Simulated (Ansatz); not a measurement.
**TiC (model cell, started as CsCl type): a soft mode frozen in**

Wanted: the energy along a soft mode of TiC (model cell, started as CsCl type) and the structure at the end.

Main program and level: Ansatz 0.2.0; DFT PBEsol, scalar-relativistic, plane waves, PAW.

The structure was built from a prototype and need not be the compound's stable phase.

## (1) The starting structure

Symmetry: Pm-3m, No. 221, cubic system. Conventional cell: a = 2.682 Å, b = 2.682 Å, c = 2.682 Å, α = 90.00°, β = 90.00°, γ = 90.00°. Nearest to Ti lie 8 C at 2.32 Å. Nearest to C lie 8 Ti at 2.32 Å. Farther neighbours are not listed.

## (2) The dispersion

The cell comes from relaxations at this level that are not shown. Stability and thermal properties need the whole zone. Linear response on a 4×4×4 q mesh gives force constants as far as a supercell of that size would.

File input.yaml:

```yaml
crystal:
  lattice:
    - [2.6818219351, 0.0, 0.0]
    - [0.0, 2.6818219351, 0.0]
    - [0.0, 0.0, 2.6818219351]
  atoms:
    - { symbol: Ti, position: [0.0, 0.0, 0.0] }
    - { symbol: C, position: [0.5, 0.5, 0.5] }
kpoints:
  mp_grid: { grid: [16, 16, 16] }
hamiltonian:
  xc: pbesol
scf:
  occupations: { method: methfessel_paxton, width: 0.15 }
output:
  eigenvalues: true
phonons:
  method: dfpt
  qmesh: [4, 4, 4]
  temperatures: { t_max: 1000, t_step: 50 }
  qpath:
    path:
      - [[0.0, 0.0, 0.0], [0.0, 0.5, 0.0], [0.5, 0.5, 0.0], [0.0, 0.0, 0.0], [0.5, 0.5, 0.5], [0.0, 0.5, 0.0]]
      - [[0.5, 0.5, 0.5], [0.5, 0.5, 0.0]]
    npoints: 10
```

Command:

```
> ansatz run input.yaml --threads 4 --pin off --max-ram 7168MiB --backend cpu --events-out ev --progress --plain --runs-dir out
```

Numbers of over 12 decimals in the logs are rounded to 6 here.

Output:

```text
Engine: ansatz 0.2.0, aarch64-unknown-linux-gnu
Pseudopotentials: kind: paw
Pseudopotential: Ti, paw, valence charge 12, recommended cutoff 420 eV (normal), Ti.paw.azcp
Pseudopotential: C, paw, valence charge 4, recommended cutoff 420 eV (normal), C.paw.azcp
Functional definition: PBEsol
  exchange = pbesol_x
  correlation = pbesol_c
Crystal: 2 atoms, lattice volume = 19.288 Å³
Basis set: ecut = 420 eV, 389 PW (Γ), exchange–correlation on 36×36×36 points (8 copies of the dense FFT grid, shifted against one another)
Bands: 12, of which v1, the nominal top of the filled ones, is band 8 counted from 1 (7 counted from 0)
Symmetry: 48 space group operations
k-points: 165 of 4096
Non-local potential: Ti, projectors of the file, l = 0: 3, l = 1: 2, l = 2: 3, l = 3: 1
Non-local potential: C, projectors of the file, l = 0: 2, l = 1: 2, l = 2: 1
PAW form: soft (Blöchl's): semilocal exchange-correlation on the pseudo side does not see the compensation charge
PAW frozen core: Ti, regenerated for the run's functional, and the local potential with it (the file was generated under x = pbe(κ = 0.804, μ = 0.219515), c = pbe(β = 0.066725))
PAW frozen core: C, regenerated for the run's functional, and the local potential with it (the file was generated under x = pbe(κ = 0.804, μ = 0.219515), c = pbe(β = 0.066725))
PAW one-centre angular grid: Ti, 590 points (default); XC on 64 Gauss nodes
PAW one-centre angular grid: C, 110 points (default); XC on 64 Gauss nodes
Initial density: superposition of atomic densities (neutral atoms: chi_scale 0, normalization atom), corrected by the library's trained network
Initial wavefunctions: pseudopotential atomic-orbital guess
Functional: x = pbesol(κ = 0.804, μ = 0.123457), c = pbesol(β = 0.046)
SCF iter   1: F=—  HF=-2720.082352 eV  |F-HF|=—  |Δ(HF+E_count)|=         —  Δρ=1.39e-2  dr2=4.86e-2  ethr=1.77e-3  ⟨swp⟩=4.3  Hψ=9592  notcnv=0
preconditioner: auto → none  [metal: Δε(μ)=0.005 eV  Ē_g=7.449 eV  σ=0.150 eV  W_gap=0.03  n_scr=6 (ndim 8)  ℏωp=23.9 eV  f_vac=0.000  D(μ)=3.63/eV (n_scr^D=80)  sad-step TF]
SCF iter   2: F=—  HF=-2720.078106 eV  |F-HF|=—  |Δ(HF+E_count)|=   4.25e-3  S|Δr|=    0.00e0  Δρ=9.74e-3  dr2=2.51e-2  ethr=3.04e-4  ⟨swp⟩=1.0  Hψ=3300  notcnv=0
SCF iter   3: F=—  HF=-2720.075067 eV  |F-HF|=—  |Δ(HF+E_count)|=   3.04e-3  S|Δr|=    0.00e0  Δρ=1.29e-3  dr2=1.11e-4  ethr=1.57e-4  ⟨swp⟩=1.8  Hψ=2133  notcnv=0  defer=1
SCF iter   4: F=—  HF=-2720.075059 eV  |F-HF|=—  |Δ(HF+E_count)|=   7.79e-6  S|Δr|=    0.00e0  Δρ=2.98e-4  dr2=6.32e-6  ethr=6.93e-7  ⟨swp⟩=3.0  Hψ=3347  notcnv=0
SCF iter   5: F=—  HF=-2720.075061 eV  |F-HF|=—  |Δ(HF+E_count)|=   1.81e-6  S|Δr|=    0.00e0  Δρ=8.33e-6  dr2=8.28e-9  ethr=3.95e-8  ⟨swp⟩=1.3  Hψ=2095  notcnv=0
SCF iter   6: F=—  HF=-2720.075061 eV  |F-HF|=—  |Δ(HF+E_count)|=   2.12e-7  S|Δr|=    0.00e0  Δρ=1.52e-6  dr2=5.00e-10  ethr=5.17e-11  ⟨swp⟩=2.5  Hψ=3139  notcnv=0
SCF iter   7: F=-2720.075061 eV  HF=-2720.075061 eV  |F-HF|=4.55e-13  |Δ(HF+E_count)|=  5.09e-11  S|Δr|=    0.00e0  Δρ=4.56e-8  dr2=1.28e-13  ethr=1.00e-12  ⟨swp⟩=4.0  Hψ=7834  notcnv=0
the search or the solves at the SCF's close seem to have found levels that the self-consistency loop had missed (the run counts 1). By its estimate they hold under 1e-12 electrons; where the run keeps them, the occupations were computed again with them
SCF 1 converged in 7 iterations: F = -2720.075061 eV  dr2 = 1.28e-13
  greatest PAW one-centre occupation: 0.999 electrons in one spin orbital (limit 2), on the Ti atom at site 0 (counted from 0), in its partial waves of l = 0
Initial density: read from a saved state, or passed on in memory by an earlier SCF of this step, an earlier step, the calling program or the single point that the run made first
iter 1 solved again at ethr=2.26e-9 eV; its pass at ethr=3.10e-3 eV (dr2=3.61e-7 eV) is discarded
SCF iter   1: F=—  HF=-2720.075061 eV  |F-HF|=—  |Δ(HF+E_count)|=         —  Δρ=5.94e-8  dr2=4.47e-13  ethr=2.26e-9  ⟨swp⟩=3.0  Hψ=14975  notcnv=0
eigensolver tolerance schedule: the retry pair's looser diagonalisation over-reported the residual by 807648.76 of it (diagonalisation noise at 1.43 of the residual, at the tolerance the schedule requests for it); recorded, not acted on — ethr = c·dr2/N_el stays at c = 1.0e-1
preconditioner: auto → none  [metal: Δε(μ)=0.003 eV  Ē_g=7.489 eV  σ=0.150 eV  W_gap=0.01  n_scr=6 (ndim 8)  ℏωp=23.9 eV  f_vac=0.000  D(μ)=3.52/eV (n_scr^D=80)]
SCF iter   2: F=-2720.075061 eV  HF=-2720.075061 eV  |F-HF|=0.00e0  |Δ(HF+E_count)|=  6.91e-11  S|Δr|=    0.00e0  Δρ=2.76e-8  dr2=7.99e-14  ethr=1.00e-12  ⟨swp⟩=3.5  Hψ=5979  notcnv=0
SCF 2 converged in 2 iterations: F = -2720.075061 eV  dr2 = 7.99e-14
phonons: the bands overlap, so this run is a metal and interpolates without the dipole-dipole term. If the crystal is really an insulator or semiconductor, its LO-TO splitting is missing
NSCF: frozen V_eff on 165 k-points
NSCF: frozen V_eff on 405 k-points
DFPT response loops at q = (0, 0, 0) (fractional): preconditioner auto → Kerker (q_TF=auto, 2.645 Å⁻¹) (partly filled bands, converged f_vac=0.000); β = 1.00, the filter's whole step (`scf.mixing.beta` (0.50) is not read by the response loops under this deck's `scf.mixing.preconditioner`; to damp them name `kerker` or `kerker_dos`, under which they read `scf.mixing.beta`, and type it under 1.00, their step now; both keys bind the ground state too); Broyden in place of MSR1
NSCF: frozen V_eff on 2592 k-points
DFPT response loops at q = (0, 0, 0.25) (fractional): mixed as the last ones told, above
NSCF: frozen V_eff on 1458 k-points
DFPT response loops at q = (0, 0, -0.5) (fractional): mixed as the last ones told, above
NSCF: frozen V_eff on 4608 k-points
DFPT response loops at q = (0, 0.25, 0.25) (fractional): mixed as the last ones told, above
NSCF: frozen V_eff on 2592 k-points
DFPT response loops at q = (0, 0.25, -0.5) (fractional): mixed as the last ones told, above
NSCF: frozen V_eff on 1458 k-points
DFPT response loops at q = (0, -0.5, -0.5) (fractional): mixed as the last ones told, above
NSCF: frozen V_eff on 4352 k-points
DFPT response loops at q = (0.25, 0.25, 0.25) (fractional): mixed as the last ones told, above
NSCF: frozen V_eff on 4608 k-points
DFPT response loops at q = (0.25, 0.25, -0.5) (fractional): mixed as the last ones told, above
NSCF: frozen V_eff on 2592 k-points
DFPT response loops at q = (0.25, -0.5, -0.5) (fractional): mixed as the last ones told, above
NSCF: frozen V_eff on 810 k-points
DFPT response loops at q = (-0.5, -0.5, -0.5) (fractional): mixed as the last ones told, above
SCF converged after 7 iterations
Stability not checked: this state was not tested for a lower state beside it, because cold or Methfessel-Paxton smearing, or corrected tetrahedra, fill the levels in a way that the test cannot read (fill_not_monotonic; see scf.lower_state_search)
Free energy (F): -2720.075061 eV
Harris-Foulkes:  -2720.075061 eV  (|F-HF|=4.55e-13)
Internal energy: -2720.070481 eV  (E = F + TS)
E sigma→0 (E₀):  -2720.073916 eV
Entropy (-TS):   -0.004580 eV (-2.290 meV/atom)
Fermi energy:    15.901999 eV
--- Per-component energies (eV) ---
  E_band       = -89.977915
  E_kinetic    = 362.194211
  E_local      = -730.721577  (includes V_loc(G=0)·N_el)
  E_nonlocal   = 35.706521
  E_hartree    = 301.095541
  E_xc         = -145.924315
  E_vxc        = -182.909848  (∫ρ·V_xc dr)
  E_paw        = -1117.143488  (= ΣΔE_a)
  E_vpaw       = -176.438381  (= ΣTr[D̂ρ^β])
  E_aug_tail   = 0.000077  (compensation charges beyond the density's cutoff)
  E_ewald      = -1425.437935
  E_core_change = 0.160485  (= ΣΔE_core)
  E_smearing   = -0.004580  (= −TS)
  E_closure    = -0.000000  (closes the sum)
  Σ components = -2720.075061   (vs F -2720.075061, Δ=0.00e0)
--- Band table (eV; the first three rows and the last of 165) ---
  k-point 0: bands = [... 4 lower, 2.7374, 14.2238, 14.2238, 17.4618, 17.4618, 17.4618, 19.3580, 19.3580]
  k-point 1: bands = [... 4 lower, 2.8160, 14.1354, 14.2557, 17.2543, 17.2543, 17.4305, 19.3672, 19.5817]
  k-point 2: bands = [... 4 lower, 3.0472, 13.8061, 14.3482, 16.8062, 16.8062, 17.4578, 19.3934, 20.0795]
  k-point 164: bands = [... 4 lower, 9.4439, 10.3323, 10.3323, 10.3323, 20.7827, 20.7827, 23.0756, 23.0756]
--- Phonons (Γ-DFPT): 2 representative perturbations + reference (Σ response iterations 6) ---
  ASR residual: 1.910e-5 → 0.000e0 eV/Å²; symmetrization residual: 2.780e-7 eV/Å²
  ASR residual per site (eV/Å²): 7.21e-6 1.91e-5
  Γ frequencies (cm⁻¹): 0.00 0.00 0.00 251.40 251.40 251.40
--- Phonons (arbitrary-q DFPT): 10 irreducible q on the 4×4×4 mesh ---
  q = [0.0000, 0.0000, 0.0000] (star 1, of the zone-centre solve; hermiticity 2.49e-7, symmetrization 6.14e-12): -0.00 -0.00 0.00 251.40 251.40 251.40
  q = [0.0000, 0.0000, 0.2500] (star 6, 4 solved perturbations in 4032 linear systems a pass and spin channel, the states on 1296 of 4096 k-point pairs; hermiticity 1.04e-7, symmetrization 2.59e-14): -225.08 -225.08 115.18 162.54 162.54 364.93
  q = [0.0000, 0.0000, -0.5000] (star 3, 4 solved perturbations in 2268 linear systems a pass and spin channel, the states on 729 of 4096 k-point pairs; hermiticity 9.44e-13, symmetrization 2.68e-12): -333.98 -333.98 -172.87 -172.87 145.13 398.31
  q = [0.0000, 0.2500, 0.2500] (star 12, 4 solved perturbations in 7056 linear systems a pass and spin channel, the states on 2304 of 4096 k-point pairs; hermiticity 2.65e-7, symmetrization 6.94e-14): -318.91 -133.21 -33.96 118.84 253.11 362.90
  q = [0.0000, 0.2500, -0.5000] (star 12, 6 solved perturbations on 1296 of 4096 k-point pairs; hermiticity 2.36e-7, symmetrization 2.00e-12): -314.26 -275.35 -56.60 260.56 308.59 417.62
  q = [0.0000, -0.5000, -0.5000] (star 3, 4 solved perturbations in 2268 linear systems a pass and spin channel, the states on 729 of 4096 k-point pairs; hermiticity 6.24e-8, symmetrization 7.93e-14): -356.56 -332.31 303.22 303.22 392.58 392.58
  q = [0.2500, 0.2500, 0.2500] (star 8, 2 solved perturbations on 2176 of 4096 k-point pairs; hermiticity 8.32e-7, symmetrization 1.52e-12): -177.17 -177.17 -155.99 -88.99 263.37 263.37
  q = [0.2500, 0.2500, -0.5000] (star 12, 4 solved perturbations in 7056 linear systems a pass and spin channel, the states on 2304 of 4096 k-point pairs; hermiticity 1.53e-7, symmetrization 1.31e-12): -204.45 -50.91 48.39 249.85 282.07 403.55
  q = [0.2500, -0.5000, -0.5000] (star 6, 4 solved perturbations in 4032 linear systems a pass and spin channel, the states on 1296 of 4096 k-point pairs; hermiticity 4.75e-8, symmetrization 1.75e-12): -293.74 -108.38 268.69 268.69 343.21 343.21
  q = [-0.5000, -0.5000, -0.5000] (star 1, 2 solved perturbations on 405 of 4096 k-point pairs; hermiticity 6.38e-13, symmetrization 4.68e-12): 178.69 178.69 178.69 261.40 261.40 261.40
  sum rule: each row above includes the acoustic sum rule's correction from the zone centre's row sums; it moved no ω² by more than (0.66 cm⁻¹)²
  mesh force constants: q→R imaginary residual 1.01e-18; ASR residual 1.910e-5 → 0.000e0 eV/Å²; symmetrization residual 9.770e-15 eV/Å²
  interpolated dispersion: 62 rows × 6 modes
  density of states and harmonic sums: on the 24×24×24 q-mesh, interpolated from the force constants of a 4×4×4 supercell (no non-analytic term)
  largest difference from the sums on the solved wave vectors: F 2.98e-2 eV, S 5.33e-5 and C_V 2.34e-5 eV/K
  zero-point energy: 0.057817 eV/cell   skipped modes (ω ≤ 0): 1083, of them read as no rigid motion or as one in doubt: 1080 (2.430e0 modes/cell left out, lowest -369.84 cm⁻¹)   left out of the sums: 4.05e-1 of the cell's modes: C_V's classical limit lies that fraction below 3 k_B per atom; for a crystal, a wire or a layer, F and S can be off by more, and a phonons.interpolated_qmesh denser along its periods is the remedy for the sampling
```

Run time: 3.4 min. Hardware: 4 threads of Arm Neoverse V1, shared host; peak memory 1.7 GiB; 13 min of CPU time.

Numbers from this step:

| Quantity | Value |
| --- | --- |
| volume per atom | 9.644 Å³ |
| gap on the k-mesh | 0 eV |
| sum-rule residual before enforcement | 1.91e-5 eV/Å² |
| lowest frequency on the path | -369.2 cm⁻¹ |
| point group | m-3m |
| highest frequency on the path or at a solved wavevector | 419.1 cm⁻¹ |
| highest optical mode at the zone centre (no LO-TO term) | 251.4 cm⁻¹ |
| lowest optical zone-centre mode | 251.4 cm⁻¹ |
| lowest mode on the q mesh (acoustic modes at Γ apart) | -356.6 cm⁻¹ |

Frequencies (cm⁻¹) solved at each irreducible wavevector; negative means imaginary. Frequencies by wavevector, by row:

```tsv
q in reciprocal lattice units	star	mode 1	mode 2	mode 3	mode 4	mode 5	mode 6
0 0 0	1	0	0	0	251.4	251.4	251.4
0 0 0.25	6	-225.1	-225.1	115.2	162.5	162.5	364.9
0 0 -0.5	3	-334	-334	-172.9	-172.9	145.1	398.3
0 0.25 0.25	12	-318.9	-133.2	-34	118.8	253.1	362.9
0 0.25 -0.5	12	-314.3	-275.4	-56.6	260.6	308.6	417.6
0 -0.5 -0.5	3	-356.6	-332.3	303.2	303.2	392.6	392.6
0.25 0.25 0.25	8	-177.2	-177.2	-156	-89	263.4	263.4
0.25 0.25 -0.5	12	-204.4	-50.9	48.4	249.8	282.1	403.6
0.25 -0.5 -0.5	6	-293.7	-108.4	268.7	268.7	343.2	343.2
-0.5 -0.5 -0.5	1	178.7	178.7	178.7	261.4	261.4	261.4
```

Interpolated from a 4×4×4 q mesh. The phonon branches at the labelled points (cm⁻¹):

```tsv
point	branch 1	branch 2	branch 3	branch 4	branch 5	branch 6
Γ	0	0	0	251	251	251
halfway	-225	-225	115	162	162	365
X	-334	-334	-173	-173	145	398
halfway	-314	-275	-57	261	309	418
M	-357	-332	303	303	393	393
halfway	-319	-133	-34	119	253	363
Γ	0	0	0	251	251	251
halfway	-177	-177	-156	-89	263	263
R	179	179	179	261	261	261
halfway	-204	-51	48	250	282	404
X	-334	-334	-173	-173	145	398
jump to R	179	179	179	261	261	261
halfway	-294	-108	269	269	343	343
M	-357	-332	303	303	393	393
```

The phonon branches as a text plot (rows in cm⁻¹):

```
    403 |     *************                         ******      *
    370 |   **       **  * ***                     *          **
    337 |           *     *   *                   *         **
    304 |  *         ****  **  **                *         *  ***
    271 |**        ** *  *       * **************  ****   *  *
    238 |***      *  *    *  *******         *  *****     ***
    206 |          *      *    *    *      ***  **   * *
    173 |   *    *  *         *            * ******     * *
    140 |    **** *        **        **  ** *      *  *  * *
    107 |   **               *
     74 | **               **                               *
     41 |*                                          *
      9 |                         *
    -24 |                    *   *
    -57 |*    *                  * *   * ***      * *  *
    -90 | *                **  **       *                  *
   -123 |                    ****   *    **                  *
   -156 |  *   * *            *         *          * *  *
   -189 |       ** *      *    *     ****           *  ***
   -221 |   *                          *             **     *
   -254 |    *    *           *                               *
   -287 |     *   ****   *                             *     * *
   -320 |      ***  * ***    *                          **      *
   -353 |            ********                                 ***
         Γ      X      M          Γ            R        X|R     M
```

Symmetry leaves 10 wavevectors to solve. The lowest mode among them, the acoustic zeros apart, lies at q = (0, -0.5, -0.5) and is imaginary, 356.6i cm⁻¹, so the energy falls along it. Between them the interpolated path dips to 369i cm⁻¹.

## (3) The mode frozen in, largest atomic shift 0 Å

The mode followed lies at q = (0, 0, -0.5) with frequency 334.0i cm⁻¹ and is 2-fold degenerate, one of the unstable modes though not the softest. At small amplitude the distorted cell has space group no. 63 by a symmetry search on the positions. The undistorted cell that holds it gives the zero of energy on the same k mesh.

System of this step: TiC (model cell, started as CsCl type). It takes space group Pm-3m (No. 221, cubic). The conventional cell has a = 2.682 Å, b = 2.682 Å, c = 2.682 Å, α = 90.00°, β = 90.00°, γ = 90.00°. Nearest to Ti lie 8 C at 2.32 Å. C has 8 Ti at 2.32 Å nearest. Farther neighbours are not listed.

File input.yaml:

```yaml
crystal:
  lattice:
    - [2.6818219351, 0.0, 0.0]
    - [0.0, 2.6818219351, 0.0]
    - [0.0, 0.0, 5.3636438702]
  atoms:
    - { symbol: Ti, position: [0.0, 0.0, 0.0] }
    - { symbol: Ti, position: [0.0, 0.0, 0.5] }
    - { symbol: C, position: [0.5, 0.5, 0.25] }
    - { symbol: C, position: [0.5, 0.5, 0.75] }
kpoints:
  mp_grid: { grid: [14, 14, 8] }
hamiltonian:
  xc: pbesol
scf:
  occupations: { method: methfessel_paxton, width: 0.15 }
output:
  forces: true
  stress: true
  eigenvalues: true
```

Output:

```text
[...]
Crystal: 4 atoms, lattice volume = 38.576 Å³
Basis set: ecut = 420 eV, 757 PW (Γ), exchange–correlation on 36×36×72 points (8 copies of the dense FFT grid, shifted against one another)
Bands: 20, of which v1, the nominal top of the filled ones, is band 16 counted from 1 (15 counted from 0)
Symmetry: 32 space group operations
[...]
k-points: 180 of 1568
[...]
--- Band table (eV; the first three rows and the last of 180) ---
  k-point 0: bands = [... 12 lower, 14.2247, 14.9064, 14.9064, 15.1795, 17.4595, 17.4595, 17.4600, 19.3592]
  k-point 1: bands = [... 12 lower, 14.2566, 14.9688, 14.9688, 15.1377, 17.2523, 17.2523, 17.4288, 19.3684]
  k-point 2: bands = [... 12 lower, 14.3491, 15.0216, 15.1533, 15.1533, 16.8046, 16.8046, 17.4566, 19.3946]
  k-point 179: bands = [... 12 lower, 11.2916, 11.2916, 14.4335, 14.4335, 17.4002, 17.4002, 19.8318, 19.8318]
[key lines of the parts left out:]
SCF converged after 6 iterations
Free energy (F): -5440.159552 eV
Fermi energy:    15.905650 eV
P = ⅓ Tr σ = -0.0244 GPa (-0.244 kbar)
```

Wall time 1.8 s (4 threads); peak memory 0.4 GiB.

This step gave:

```
pressure                         : -0.02443 GPa
energy from the undistorted cell : 0 meV/atom
```

The run ends at a pressure of -0.02 GPa.

## (4) The mode frozen in, largest atomic shift 0.45 Å

The atoms are moved along the unstable eigenvector, the largest shift by 0.45 Å, with the cell fixed.

input.yaml, the sections that differ from step 3:

```yaml
crystal:
  lattice:
    - [2.6818219351, 0.0, 0.0]
    - [0.0, 2.6818219351, 0.0]
    - [0.0, 0.0, 5.3636438702]
  atoms:
    - { symbol: Ti, position: [0.1186499549, 0.1186499549, 0.0] }
    - { symbol: Ti, position: [-0.1186499549, -0.1186499549, 0.5] }
    - { symbol: C, position: [0.5, 0.5, 0.25] }
    - { symbol: C, position: [0.5, 0.5, 0.75] }
# kpoints, hamiltonian, scf, output: as in step 3
```

Output:

```text
[...]
Crystal: 4 atoms, lattice volume = 38.576 Å³
Basis set: ecut = 420 eV, 757 PW (Γ), exchange–correlation on 36×36×72 points (8 copies of the dense FFT grid, shifted against one another)
Bands: 20, of which v1, the nominal top of the filled ones, is band 16 counted from 1 (15 counted from 0)
Symmetry: 8 space group operations
[...]
k-points: 285 of 1568
[...]
--- Band table (eV; the first three rows and the last of 285) ---
  k-point 0: bands = [... 12 lower, 14.5264, 14.8223, 14.9804, 16.0542, 16.3806, 17.4028, 17.9474, 18.3982]
  k-point 1: bands = [... 12 lower, 14.4003, 14.6263, 14.8897, 16.1190, 16.2459, 17.6252, 18.2414, 18.4055]
  k-point 2: bands = [... 12 lower, 13.9920, 14.1432, 14.8352, 15.6593, 16.6907, 18.1579, 18.3722, 18.7255]
  k-point 284: bands = [... 12 lower, 11.6519, 11.6519, 13.2352, 13.2352, 17.9888, 17.9888, 19.9135, 19.9135]
[key lines of the parts left out:]
SCF converged after 6 iterations
Free energy (F): -5441.033740 eV
Fermi energy:    16.145808 eV
P = ⅓ Tr σ = 14.3955 GPa (143.955 kbar)
```

Wall time 2.9 s (4 threads); peak memory 0.46 GiB.

Numbers from this step:

```yaml
pressure: 14.40 GPa
energy_from_the_undistorted_cell: -218.9 meV/atom
```

The energy, extrapolated to zero smearing, is -218.92 meV/atom against the undistorted cell.

The run ends at a pressure of 14.40 GPa, with forces up to 0.37 eV/Å.

(Continued in part 2 of 3.)

[Logs are printed without paths, hosts, clocks, repeated set-up lines and the standing remarks that a program may print on its own settings, such as how far it seeks lower states.]

[Hosts, paths, dates, database ids (printed as entryN), source tags and the programs' standing remarks are cut or masked in the printed files.]
